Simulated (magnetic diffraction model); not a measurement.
# Which magnetic order? TbAg4Au

Space group F-43m (no. 216), a = 7.6860 Å.

| site | atom | x | y | z |
| --- | --- | --- | --- | --- |
| 4c | Au | 1/4 | 1/4 | 1/4 |
| 4a | Tb | 0 | 0 | 0 |
| 16e | Ag | 0.6252 | 0.1252 | 0.1252 |

The compound is invented for this exercise: a known structure type with other elements, its cell scaled to their sizes and not relaxed.

Only Tb is taken to order (form factors of Tb3+); orders and moment sizes are assumed, and not adapted to the symmetry. Radiation: neutrons of λ = 1.909 Å, 3° to 100°; isotropic B of 0.33 Å² (Au), 0.34 Å² (Tb) and 0.34 Å² (Ag). Simulated constant-wavelength pattern: nuclear and magnetic terms add, the magnetic one as |2.695 fm × Σ f S⊥ exp(2πi Q·r) exp(−B s²)|², summed over all Q at one angle with the factor 1/(sin²θ cos θ). For collinear order S is the moment m, which repeats by lattice and centring translations R with the sign exp(−2πi k·R). Free-ion form factors, Sears's scattering lengths of 1992, no absorption; a label names one of the reflections at its angle. The strongest nuclear line in the range is 100, and lines under 0.2 are left out.

Above the ordering temperature:

```
2θ (°)    index      I
 24.84  (1 1 1)    0.3
 41.13  (2 2 0)   30.1
 48.65  (3 1 1)  100.0
 50.96  (2 2 2)   34.2
 59.57  (4 0 0)    2.6
 74.95  (4 2 2)   22.7
 80.38  (5 1 1)   61.9
 89.26  (4 4 0)   61.5
 94.56  (5 3 1)    0.2
```

Below it (cell unchanged):

| 2θ (°) | I |
| --- | --- |
| 14.27 | 74.5 |
| 20.23 | 35.8 |
| 24.84 | 0.3 |
| 32.24 | 30.8 |
| 35.42 | 34.4 |
| 41.13 | 30.1 |
| 43.75 | 19.9 |
| 46.25 | 10.8 |
| 48.65 | 100.0 |
| 50.96 | 34.2 |
| 53.20 | 12.7 |
| 55.38 | 17.4 |
| 59.57 | 2.6 |
| 61.60 | 13.2 |
| 63.59 | 11.1 |
| 69.37 | 7.7 |
| 71.25 | 4.0 |
| 74.95 | 22.7 |
| 76.77 | 5.2 |
| 78.58 | 11.0 |
| 80.38 | 61.9 |
| 83.94 | 9.7 |
| 85.72 | 4.7 |
| 89.26 | 61.5 |
| 91.02 | 4.9 |
| 92.79 | 4.1 |
| 94.56 | 0.2 |
| 98.12 | 1.5 |
| 99.91 | 5.8 |

**Question.** Check that the new lines index with k = (0 0 1), then choose among these models:
A. collinear moments along [010], 7.9 μB on Tb
B. collinear moments along [110], 7.9 μB on Tb
C. collinear moments along [101], 7.9 μB on Tb

The new lines index as (0 0 1) at 14.27°, (1 1 0) at 20.23°, (2 0 1) at 32.24° and (1 1 2) at 35.42°, that is as H ± k with k = (0 0 1), one of 3 inequivalent arms of its star (k and −k counted as one), which a powder can't tell apart. The indices are whole but break the lattice centring, so the moments reverse under a centring translation, those with k·t a half-integer.

Magnetic intensity, observed (below minus above) and for each model:

| 2θ (°) | index | observed | A | B | C |
| --- | --- | --- | --- | --- | --- |
| 14.27 | (0 0 1) | 74.5 | 74.5 | 74.5 | 37.2 |
| 20.23 | (1 1 0) | 35.8 | 35.8 | 35.8 | 53.8 |
| 32.24 | (2 0 1) | 30.8 | 30.8 | 30.8 | 35.9 |
| 35.42 | (1 1 2) | 34.4 | 34.4 | 34.4 | 24.0 |
| 46.25 | (3 1 0) | 10.8 | 10.8 | 10.8 | 16.1 |
| 53.20 | (2 0 3) | 12.7 | 12.7 | 12.7 | 8.7 |
| 63.59 | (3 3 0) | 11.1 | 11.1 | 11.1 | 8.4 |
| 69.37 | (4 2 1) | 7.7 | 7.7 | 7.7 | 10.8 |

Models A and B match alike on every line, so these data can't choose among them (such ties are often domains of one structure): a powder sees only the angle between collinear moments and the unique axis of a uniaxial spin configuration, and no direction at all where the configuration is cubic.

The structure used: k = (0 0 1), collinear moments along [010], 7.9 μB on Tb.

[Logs are printed without paths, hosts, clocks, repeated set-up lines and the standing remarks that a program may print on its own settings, such as how far it seeks lower states.]
